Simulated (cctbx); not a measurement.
# Occupancies in BOsW2C

Cell a = 7.8960 Å, b = 9.8420 Å, c = 3.1300 Å, α = 90.00°, β = 90.00°, γ = 90.00°; space group Pnnm (no. 58); nominal formula BOsW2C.

The data are simulated with cctbx, not measured: Cu Kα, λ = 1.54184 Å, to d = 0.83 Å, 95 % of the full sphere, strongest reflection 20000 counts, noise from counting, a 3 % proportional error and a noise floor of 2 counts (s.d.); no absorption.

With every site full:

```text
Rint 0.028, 269 unique reflections to 0.83 A
cycle     R1     wR2    GooF  max shift (A)
   1  0.1043  0.2611  10.435   0.08476
   5  0.0341  0.1040   4.156   0.00036
final R1 0.0341 wR2 0.1040 GooF 4.156  parameters 30  data/parameter 9.0
atom        x        y        z      Ueq    occ   su(xyz)  su(Uiso or U11)
Os1    0.11696  0.11095  0.00000   0.0187  1.000  0.00020  0.0009
W1     0.06849  0.63385  0.00000   0.0087  1.000  0.00019  0.0008
W2     0.31017  0.36619  0.00000   0.0089  1.000  0.00018  0.0008
C1     0.62413  0.04669  0.00000   0.0244  1.000  0.00515  0.0199
B1     0.62609  0.22966  0.00000   0.0291  1.000  0.00580  0.0207
difference map: max 3.78 min -4.14 rms 0.84
Q1    0.0974  0.6328  0.0000    4    3.83  0.23 A from W1
Q2    0.1593  0.8790  0.5000    4    3.77  0.27 A from W2
Q3    0.0755  0.7518  0.2838    8    1.49  1.46 A from W1
Q4    0.1398  0.4852  0.5000    4    1.47  0.34 A from C1
Q5    0.1687  0.4285  0.3004    8    1.40  0.76 A from C1
Q6    0.1547  0.7956  0.0000    4    1.21  1.73 A from W1
```

With the occupancies of the suspect sites free, each still typed as its main element:

```text
Rint 0.028, 269 unique reflections to 0.83 A
cycle     R1     wR2    GooF  max shift (A)
   1  0.0844  0.2283   9.143   0.08264
   3  0.0094  0.0220   0.879   0.00030
final R1 0.0094 wR2 0.0219 GooF 0.879  parameters 31  data/parameter 8.7
atom        x        y        z      Ueq    occ   su(xyz)  su(Uiso or U11)
Os1    0.11693  0.11102  0.00000   0.0132  0.853  0.00004  0.0002
W1     0.06864  0.63389  0.00000   0.0119  1.000  0.00004  0.0002
W2     0.31033  0.36618  0.00000   0.0121  1.000  0.00004  0.0002
C1     0.62510  0.03773  0.00000   0.0314  1.000  0.00115  0.0045
B1     0.62644  0.23774  0.00000   0.0269  1.000  0.00125  0.0048
su of occupancy Os1: 0.002
difference map: max 0.76 min -0.76 rms 0.20
Q1    0.1575  0.8067  0.0000    4    0.79  1.69 A from W2
Q2    0.1791  0.1481  0.5000    4    0.74  1.20 A from B1
Q3    0.2445  0.3115  0.2605    8    0.64  1.11 A from W2
Q4    0.0495  0.3534  0.0000    4    0.64  0.94 A from W1
Q5    0.0779  0.8573  0.5000    4    0.61  0.89 A from W2
Q6    0.1749  0.4184  0.3187    8    0.56  0.81 A from C1
```

**Question.** What is the disorder?

X-rays count electrons. Os1 refines to 0.853(0.002), or 64.8 electrons; the site truly holds 0.85 Os, 64.6 electrons, which is 0.850 of Os. A value under 1 can't tell vacancies from a lighter guest, and one over 1 needs a heavier guest; chemistry or a second radiation must settle which. Occupancy correlates with U and the scale, so the match is approximate.

Freeing them takes R1 from 0.0341 to 0.0094 and GooF from 4.16 to 0.88.

This is a model crystal, built by substitution and not relaxed, with assumed displacement parameters.

[Middle refinement cycles are left out of these outputs.]

[Logs are printed without paths, hosts, clocks, repeated set-up lines and the standing remarks that a program may print on its own settings, such as how far it seeks lower states.]
